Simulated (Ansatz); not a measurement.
# P on Ag(111): change of the work function, part 2 of 4

How does P on the fcc site change the work function of Ag(111) as the layer fills?

Ansatz 0.2.0; plane-wave DFT, PBE, Ansatz PAW.

So far, work function, upper face (eV): step 2 (the clean slab) 4.47.

## 3. The covered slab, k-mesh 4×4×1, coverage 0.111 ML

System of this step: Ag36P (P/Ag(111)). The cell holds 37 atoms: 36 Ag and 1 P. Its edges and angles: a = 8.676 Å, b = 8.676 Å, c = 27.148 Å, α = 90.0°, β = 90.0°, γ = 60.0°. Vacuum lies along c.

The clean slab as it ended is repeated in the plane and the adsorbate is set on one face; the cell's size fixes the coverage, and the k-mesh shrinks with it to keep the sampling density about even. Adsorbate and upper layers relax, since the dipole depends on the height.

input.yaml reads:

```yaml
crystal:
  lattice:
    - [8.6762002052, 1.0e-10, 0.0]
    - [4.3381001025, 7.5138097861, 0.0]
    - [0.0, 0.0, 27.148481226]
  atoms:
    - { symbol: Ag, position: [0.0, 0.0, 0.3315102574] }
    - { symbol: Ag, position: [0.1111111111, 0.1111111111, 0.4184898045] }
    - { symbol: Ag, position: [0.2222222222, 0.2222222222, 0.5064755893] }
    - { symbol: Ag, position: [0.0, 0.0, 0.5952908055] }
    - { symbol: Ag, position: [0.0, 0.3333333333, 0.3315102574] }
    - { symbol: Ag, position: [0.1111111111, 0.4444444444, 0.4184898045] }
    - { symbol: Ag, position: [0.2222222222, 0.5555555556, 0.5064755893] }
    - { symbol: Ag, position: [0.0, 0.3333333333, 0.5952908055] }
    - { symbol: Ag, position: [0.0, 0.6666666667, 0.3315102574] }
    - { symbol: Ag, position: [0.1111111111, 0.7777777778, 0.4184898045] }
    - { symbol: Ag, position: [0.2222222222, 0.8888888889, 0.5064755893] }
    - { symbol: Ag, position: [0.0, 0.6666666667, 0.5952908055] }
    - { symbol: Ag, position: [0.3333333333, 0.0, 0.3315102574] }
    - { symbol: Ag, position: [0.4444444444, 0.1111111111, 0.4184898045] }
    - { symbol: Ag, position: [0.5555555556, 0.2222222222, 0.5064755893] }
    - { symbol: Ag, position: [0.3333333333, 0.0, 0.5952908055] }
    - { symbol: Ag, position: [0.3333333333, 0.3333333333, 0.3315102574] }
    - { symbol: Ag, position: [0.4444444444, 0.4444444444, 0.4184898045] }
    - { symbol: Ag, position: [0.5555555556, 0.5555555556, 0.5064755893] }
    - { symbol: Ag, position: [0.3333333333, 0.3333333333, 0.5952908055] }
    - { symbol: Ag, position: [0.3333333333, 0.6666666667, 0.3315102574] }
    - { symbol: Ag, position: [0.4444444444, 0.7777777778, 0.4184898045] }
    - { symbol: Ag, position: [0.5555555556, 0.8888888889, 0.5064755893] }
    - { symbol: Ag, position: [0.3333333333, 0.6666666667, 0.5952908055] }
    - { symbol: Ag, position: [0.6666666667, 0.0, 0.3315102574] }
    - { symbol: Ag, position: [0.7777777778, 0.1111111111, 0.4184898045] }
    - { symbol: Ag, position: [0.8888888889, 0.2222222222, 0.5064755893] }
    - { symbol: Ag, position: [0.6666666667, 0.0, 0.5952908055] }
    - { symbol: Ag, position: [0.6666666667, 0.3333333333, 0.3315102574] }
    - { symbol: Ag, position: [0.7777777778, 0.4444444444, 0.4184898045] }
    - { symbol: Ag, position: [0.8888888889, 0.5555555556, 0.5064755893] }
    - { symbol: Ag, position: [0.6666666667, 0.3333333333, 0.5952908055] }
    - { symbol: Ag, position: [0.6666666667, 0.6666666667, 0.3315102574] }
    - { symbol: Ag, position: [0.7777777778, 0.7777777778, 0.4184898045] }
    - { symbol: Ag, position: [0.8888888889, 0.8888888889, 0.5064755893] }
    - { symbol: Ag, position: [0.6666666667, 0.6666666667, 0.5952908055] }
    - { symbol: P, position: [0.1111111111, 0.1111111111, 0.6684897426] }
kpoints:
  mp_grid: { grid: [4, 4, 1] }
hamiltonian:
  xc: pbe
scf:
  occupations: { method: fermi_dirac, width: 0.1 }
  convergence: { dr2_threshold: 1.0e-08 }
efield:
  axis: 3
  dipole_correction: true
  ramp_position: 0.97
  ramp_width: 0.06
relax:
  f_tol: 0.02
  max_steps: 60
  constraints:
    - { sites: [0, 1, 4, 5, 8, 9, 12, 13, 16, 17, 20, 21, 24, 25, 28, 29, 32, 33] }
output:
  write_potential: true
  write_density: true
  volumetric_format: npy
```

Command:

```console
> ansatz run input.yaml --threads 4 --pin off --max-ram 16384MiB --backend cpu --events-out ev --progress --plain --runs-dir out
```

Log:

```text
[...]
Crystal: 37 atoms, lattice volume = 1769.845 Å³
Basis set: ecut = 420 eV, 34705 PW (Γ), exchange–correlation on 120×120×384 points (8 copies of the dense FFT grid, shifted against one another)
Bands: 414, of which v1, the nominal top of the filled ones, is band 345 counted from 1 (344 counted from 0)
Symmetry: 6 space group operations
[...]
k-points: 4 of 16 (time reversal used)
[...]
SCF iter   1: F=—  HF=-274008.553157 eV  |F-HF|=—  |Δ(HF+E_count)|=         —  Δρ=1.34e-3  dr2=1.76e-1  ethr=1.77e-3  p=-0.151 e·Å  D=-1.54e-2 V/Å  ΔV_dip=0.42 eV  dr2_dipole=6.97e-2  V_vac-E_F(+/−)=4.84/4.42 eV  ⟨swp⟩=6.5  Hψ=6510  notcnv=0  defer=180
[...]
SCF iter  10: F=-274008.594829 eV  HF=-274008.594829 eV  |F-HF|=4.71e-9  |Δ(HF+E_count)|=   2.84e-8  Δρ=3.05e-7  dr2=1.99e-9  ethr=1.45e-12  p=-0.199 e·Å  D=-2.04e-2 V/Å  ΔV_dip=0.55 eV  dr2_dipole=1.34e-12  V_vac-E_F(+/−)=5.02/4.46 eV  ⟨swp⟩=8.0  Hψ=9688  notcnv=0
SCF 1 converged in 10 iterations: F = -274008.594829 eV  dr2 = 1.99e-9
[...]
relax step   1: F+E_penalty+E_count = -274008.59482925 eV  Δ(F+E_penalty+E_count) = +0.000e0 eV  max|allowed force component| = 1.607e0 eV/Å  Δτ_max = 0.0000 Å  (10 SCF iters, accepted)
[...]
SCF iter   9: F=-274008.849380 eV  HF=-274008.849380 eV  |F-HF|=1.27e-8  |Δ(HF+E_count)|=   4.80e-8  Δρ=2.97e-7  dr2=2.65e-9  ethr=1.45e-12  p=-0.176 e·Å  D=-1.80e-2 V/Å  ΔV_dip=0.49 eV  dr2_dipole=2.62e-10  V_vac-E_F(+/−)=4.97/4.48 eV  ⟨swp⟩=6.8  Hψ=10483  notcnv=0
SCF 2 converged in 9 iterations: F = -274008.849380 eV  dr2 = 2.65e-9
relax step   2: F+E_penalty+E_count = -274008.84937979 eV  Δ(F+E_penalty+E_count) = -2.546e-1 eV  max|allowed force component| = 4.486e-1 eV/Å  Δτ_max = 0.1986 Å  (9 SCF iters, accepted)
SCF iter   1: F=—  HF=-274008.864375 eV  |F-HF|=—  |Δ(HF+E_count)|=         —  Δρ=6.68e-4  dr2=1.02e-2  ethr=1.13e-5  p=-0.176 e·Å  D=-1.80e-2 V/Å  ΔV_dip=0.49 eV  dr2_dipole=1.20e-3  V_vac-E_F(+/−)=4.96/4.48 eV  ⟨swp⟩=6.0  Hψ=5271  notcnv=0  defer=164
[...]
SCF iter   8: F=-274008.863987 eV  HF=-274008.863987 eV  |F-HF|=2.63e-8  |Δ(HF+E_count)|=   1.46e-7  Δρ=5.03e-7  dr2=7.21e-9  ethr=1.45e-12  p=-0.166 e·Å  D=-1.70e-2 V/Å  ΔV_dip=0.46 eV  dr2_dipole=1.46e-10  V_vac-E_F(+/−)=4.94/4.48 eV  ⟨swp⟩=8.8  Hψ=9885  notcnv=0
SCF 3 converged in 8 iterations: F = -274008.863987 eV  dr2 = 7.21e-9
relax step   3: F+E_penalty+E_count = -274008.86398717 eV  Δ(F+E_penalty+E_count) = -1.461e-2 eV  max|allowed force component| = 6.365e-2 eV/Å  Δτ_max = 0.0752 Å  (8 SCF iters, accepted)
SCF iter   1: F=—  HF=-274008.863188 eV  |F-HF|=—  |Δ(HF+E_count)|=         —  Δρ=1.98e-4  dr2=7.27e-4  ethr=1.07e-6  p=-0.166 e·Å  D=-1.70e-2 V/Å  ΔV_dip=0.46 eV  dr2_dipole=4.58e-5  V_vac-E_F(+/−)=4.94/4.48 eV  ⟨swp⟩=5.0  Hψ=4738  notcnv=0  defer=185
[...]
SCF iter   7: F=-274008.864830 eV  HF=-274008.864830 eV  |F-HF|=4.42e-9  |Δ(HF+E_count)|=   1.30e-8  Δρ=4.27e-7  dr2=4.94e-9  ethr=1.45e-12  p=-0.167 e·Å  D=-1.71e-2 V/Å  ΔV_dip=0.46 eV  dr2_dipole=4.63e-11  V_vac-E_F(+/−)=4.95/4.48 eV  ⟨swp⟩=7.0  Hψ=11011  notcnv=0
SCF 4 converged in 7 iterations: F = -274008.864830 eV  dr2 = 4.94e-9
relax step   4: F+E_penalty+E_count = -274008.86482961 eV  Δ(F+E_penalty+E_count) = -8.424e-4 eV  max|allowed force component| = 8.243e-3 eV/Å  Δτ_max = 0.0108 Å  (7 SCF iters, accepted)
NSCF: frozen V_eff on 4 k-points
[...]
WARN: The output density's exchange-correlation potential varies sharply where the density is thin. Do not read a vacuum level from v_tot or v_xc, or from such a field of the output density. On a cell that repeats whose density bears no net charge and no dipole along the vacuum's axis use v_es (v_loc + v_h of the components); under efield.dipole_correction with no amplitude use v_es + v_field, which holds any externa [...]
SCF converged after 7 iterations
Free energy (F): -274008.864830 eV
[...]
Internal energy: -274008.443713 eV  (E = F + TS)
E sigma→0 (E₀):  -274008.654271 eV
Entropy (-TS):   -0.421116 eV (-11.382 meV/atom)
Fermi energy:    3.083754 eV
Dipole field:    D = -0.017112 V/Å  (p = -0.167372 e·Å, saw-weighted, corrected)
Work function:   Φ+ = 4.9463 eV   Φ− = 4.4818 eV
[...]
--- Forces (eV/Å), atoms counted from 1 ---
  atom   1  Ag     0.04111208     0.02373607    -0.15577900
  atom   2  Ag     0.00000000    -0.00000000     0.12623488
  atom   3  Ag    -0.00163921    -0.00094640     0.00013847
  atom   4  Ag     0.00713881     0.00412160    -0.00076174
  atom   5  Ag     0.00000000    -0.04747214    -0.15577900
  atom   6  Ag     0.03347607     0.02200584     0.15008060
  atom   7  Ag     0.00017958    -0.00010368    -0.00193964
  atom   8  Ag     0.00000000    -0.00824319    -0.00076174
  atom   9  Ag    -0.01078465     0.00622652    -0.13646652
  atom  10  Ag    -0.00231958    -0.03999404     0.15008060
  atom  11  Ag    -0.00000000     0.00189279     0.00013847
  atom  12  Ag     0.00111862    -0.00064584     0.00030868
  atom  13  Ag    -0.04111208     0.02373607    -0.15577900
  atom  14  Ag     0.03579565     0.01798821     0.15008060
  atom  15  Ag    -0.00000000     0.00020736    -0.00193964
  atom  16  Ag    -0.00713881     0.00412160    -0.00076174
  atom  17  Ag    -0.00323991    -0.00187056    -0.14308752
  atom  18  Ag     0.00000000    -0.00000000     0.16461062
  atom  19  Ag    -0.00017958    -0.00010368    -0.00193964
  atom  20  Ag    -0.00215882    -0.00124639     0.00031259
  atom  21  Ag    -0.00000000     0.00374112    -0.14308752
  atom  22  Ag     0.00231958    -0.03999404     0.15008060
  atom  23  Ag    -0.00187603     0.00108313    -0.00193741
  atom  24  Ag    -0.00000000     0.00249279     0.00031259
  atom  25  Ag     0.00000000    -0.01245304    -0.13646652
  atom  26  Ag    -0.03579565     0.01798821     0.15008060
  atom  27  Ag     0.00163921    -0.00094640     0.00013847
  atom  28  Ag    -0.00000000     0.00129167     0.00030868
  atom  29  Ag     0.00323991    -0.00187056    -0.14308752
  atom  30  Ag    -0.03347607     0.02200584     0.15008060
  atom  31  Ag     0.00000000    -0.00216625    -0.00193741
  atom  32  Ag     0.00215882    -0.00124639     0.00031259
  atom  33  Ag     0.01078465     0.00622652    -0.13646652
  atom  34  Ag     0.00000000    -0.00000000     0.12763763
  atom  35  Ag     0.00187603     0.00108313    -0.00193741
  atom  36  Ag    -0.00111862    -0.00064584     0.00030868
  atom  37  P     -0.00000000    -0.00000000    -0.00135356
  max |Σ_I F_I| component: 2.31e-5 eV/Å
--- Band table (eV) ---
  k-point 0: bands = [... 341 lower, 2.0498, 2.1908, 2.4011, 2.6631, 2.6631, 2.6862, 3.3662, 3.5581, ... 65 higher]
  k-point 1: bands = [... 341 lower, 2.1908, 2.3079, 2.4727, 2.8765, 3.0229, 3.3886, 3.7307, 3.7811, ... 65 higher]
  k-point 2: bands = [... 341 lower, 2.8478, 2.9622, 3.0527, 3.1617, 3.3023, 3.3673, 3.5392, 3.7164, ... 65 higher]
  k-point 3: bands = [... 341 lower, 2.9086, 2.9748, 3.0694, 3.1680, 3.4899, 3.5506, 3.5653, 3.6930, ... 65 higher]
--- Relaxed structure (4 steps of the walk, 4 accepted, 0 SCFs on fresh bases) ---
  F+E_penalty+E_count = -274008.86482961 eV   max|allowed force component| = 8.243e-3 eV/Å
  atoms:
    - { symbol: Ag, position: [1.111111e-11, 1.111111e-11, 0.3315102574] }
    - { symbol: Ag, position: [0.111111, 0.111111, 0.418490] }
    - { symbol: Ag, position: [0.221948, 0.221948, 0.506883] }
    - { symbol: Ag, position: [-0.00496771, -0.00496771, 0.596831] }
    - { symbol: Ag, position: [1.111111e-11, 0.333333, 0.3315102574] }
    - { symbol: Ag, position: [0.111111, 0.444444, 0.418490] }
    - { symbol: Ag, position: [0.222036, 0.555648, 0.506970] }
    - { symbol: Ag, position: [-0.00496771, 0.343269, 0.596831] }
    - { symbol: Ag, position: [-2.222222e-11, 0.666667, 0.3315102574] }
    - { symbol: Ag, position: [0.111111, 0.777778, 0.418490] }
    - { symbol: Ag, position: [0.221948, 0.889438, 0.506883] }
    - { symbol: Ag, position: [-0.000559399, 0.666946, 0.594362] }
    - { symbol: Ag, position: [0.333333, 1.111111e-11, 0.3315102574] }
    - { symbol: Ag, position: [0.444444, 0.111111, 0.418490] }
    - { symbol: Ag, position: [0.555648, 0.222036, 0.506970] }
    - { symbol: Ag, position: [0.343269, -0.00496771, 0.596831] }
    - { symbol: Ag, position: [0.333333, 0.333333, 0.3315102574] }
    - { symbol: Ag, position: [0.444444, 0.444444, 0.418490] }
    - { symbol: Ag, position: [0.555648, 0.555648, 0.506970] }
    - { symbol: Ag, position: [0.333666, 0.333666, 0.595845] }
    - { symbol: Ag, position: [0.333333, 0.666667, 0.3315102574] }
    - { symbol: Ag, position: [0.444444, 0.777778, 0.418490] }
    - { symbol: Ag, position: [0.554003, 0.889665, 0.506426] }
    - { symbol: Ag, position: [0.333666, 0.666002, 0.595845] }
    - { symbol: Ag, position: [0.666667, -2.222220e-11, 0.3315102574] }
    - { symbol: Ag, position: [0.777778, 0.111111, 0.418490] }
    - { symbol: Ag, position: [0.889438, 0.221948, 0.506883] }
    - { symbol: Ag, position: [0.666946, -0.000559399, 0.594362] }
    - { symbol: Ag, position: [0.666667, 0.333333, 0.3315102574] }
    - { symbol: Ag, position: [0.777778, 0.444444, 0.418490] }
    - { symbol: Ag, position: [0.889665, 0.554003, 0.506426] }
    - { symbol: Ag, position: [0.666002, 0.333666, 0.595845] }
    - { symbol: Ag, position: [0.666667, 0.666667, 0.3315102574] }
    - { symbol: Ag, position: [0.777778, 0.777778, 0.418490] }
    - { symbol: Ag, position: [0.889665, 0.889665, 0.506426] }
    - { symbol: Ag, position: [0.666946, 0.666946, 0.594362] }
    - { symbol: P, position: [0.111111, 0.111111, 0.658610] }
```

It took 11 min on 4 threads of Arm Neoverse V1, shared host; peak memory 12 GiB; 34 min of CPU time.

The steps of the relaxation:

```csv
step,energy less that of the first step (eV),largest force component (eV/Å)
1,0.0000,1.6066
2,-0.2546,0.4486
3,-0.2692,0.0636
4,-0.2700,0.0082
```

Forces are held to the 6 operations that the program found; a distortion that breaks them can't arise in this run.

The atoms that moved most (Å):

| atom | dx | dy | dz | length |
| --- | --- | --- | --- | --- |
| P37 | 0.000 | 0.000 | -0.268 | 0.268 |
| Ag4 | -0.065 | -0.037 | 0.042 | 0.086 |
| Ag16 | 0.065 | -0.037 | 0.042 | 0.086 |
| Ag8 | 0.000 | 0.075 | 0.042 | 0.086 |
| Ag12 | -0.004 | 0.002 | -0.025 | 0.026 |
| Ag28 | 0.000 | -0.004 | -0.025 | 0.026 |
| Ag36 | 0.004 | 0.002 | -0.025 | 0.026 |
| Ag32 | -0.004 | 0.002 | 0.015 | 0.016 |

Final coordinates:

```
Ag P
1.0
     8.67620    0.00000    0.00000
     4.33810    7.51381    0.00000
     0.00000    0.00000   27.14848
Ag P
36 1
Direct
  0.00000 0.00000 0.33151
  0.11111 0.11111 0.41849
  0.22195 0.22195 0.50688
  0.99503 0.99503 0.59683
  0.00000 0.33333 0.33151
  0.11111 0.44444 0.41849
  0.22204 0.55565 0.50697
  0.99503 0.34327 0.59683
  0.00000 0.66667 0.33151
  0.11111 0.77778 0.41849
  0.22195 0.88944 0.50688
  0.99944 0.66695 0.59436
  0.33333 0.00000 0.33151
  0.44444 0.11111 0.41849
  0.55565 0.22204 0.50697
  0.34327 0.99503 0.59683
  0.33333 0.33333 0.33151
  0.44444 0.44444 0.41849
  0.55565 0.55565 0.50697
  0.33367 0.33367 0.59585
  0.33333 0.66667 0.33151
  0.44444 0.77778 0.41849
  0.55400 0.88967 0.50643
  0.33367 0.66600 0.59585
  0.66667 0.00000 0.33151
  0.77778 0.11111 0.41849
  0.88944 0.22195 0.50688
  0.66695 0.99944 0.59436
  0.66667 0.33333 0.33151
  0.77778 0.44444 0.41849
  0.88967 0.55400 0.50643
  0.66600 0.33367 0.59585
  0.66667 0.66667 0.33151
  0.77778 0.77778 0.41849
  0.88967 0.88967 0.50643
  0.66695 0.66695 0.59436
  0.11111 0.11111 0.65861
```

Read from the output:

```yaml
energy_at_zero_smearing: -274008.6543 eV
work_function_upper_face: 4.946 eV
work_function_lower_face: 4.482 eV
dipole_along_the_normal: -0.1674 e·Å
step_between_the_vacuum_levels: 0.4646 eV
```

Running mean over 2.361 Å of the planar mean; the ramp of the sawtooth is left out. The electron's electrostatic potential energy less the Fermi level by z:

z (Å), electron's electrostatic potential energy less the Fermi level (eV) and a bar from the least value:
```
      3.5       4.48 #############################
      4.0       4.48 #############################
      4.5       4.48 #############################
      5.0       4.48 #############################
      5.5       4.46 #############################
      6.0       4.41 #############################
      6.5       4.23 ############################
      7.0       3.51 ##########################
      7.5       1.25 ####################
      8.0      -2.21 ##########
      8.5      -4.90 ###
      9.0      -5.81 #
      9.5      -5.96 
     10.0      -6.00 
     10.5      -6.02 
     11.0      -6.04 
     11.5      -6.01 
     12.0      -5.87 
     12.5      -5.77 #
     13.0      -5.82 #
     13.5      -5.94 
     14.0      -5.93 
     14.5      -5.73 #
     15.0      -5.63 #
     15.5      -5.74 #
     16.0      -5.90 
     16.5      -5.70 #
     17.0      -4.02 ######
     17.5      -0.78 ##############
     18.0       2.10 ######################
     18.5       3.41 ##########################
     19.0       4.11 ############################
     19.5       4.64 #############################
     20.0       4.87 ##############################
     20.5       4.93 ##############################
     21.0       4.94 ##############################
     21.5       4.95 ##############################
     22.0       4.95 ##############################
     22.5       4.95 ##############################
     23.0       4.95 ##############################
     23.5       4.95 ##############################
     24.0       4.95 ##############################
```

The relaxation took 4 steps and lowered the energy by 0.27 eV; the largest force on the free atoms ends at 0.0082 eV/Å.

The covered face has 4.95 eV, +0.48 eV against the clean one; the bare back face has moved by +0.03 eV, a measure of how thin the slab is.

(Continued in part 3 of 4.)

[Long decimals in the printed logs are rounded to 6 places.]

[Logs are printed without paths, hosts, clocks, repeated set-up lines and the standing remarks that a program may print on its own settings, such as how far it seeks lower states.]

[Hosts, paths, dates, database ids (printed as entryN), source tags and the programs' standing remarks are cut or masked in the printed files.]

[Maps of the electrostatic potential energy from Ansatz leave out the sawtooth potential of an applied field or a dipole correction, so their vacuum need not be flat; planar profiles and work functions include it.]
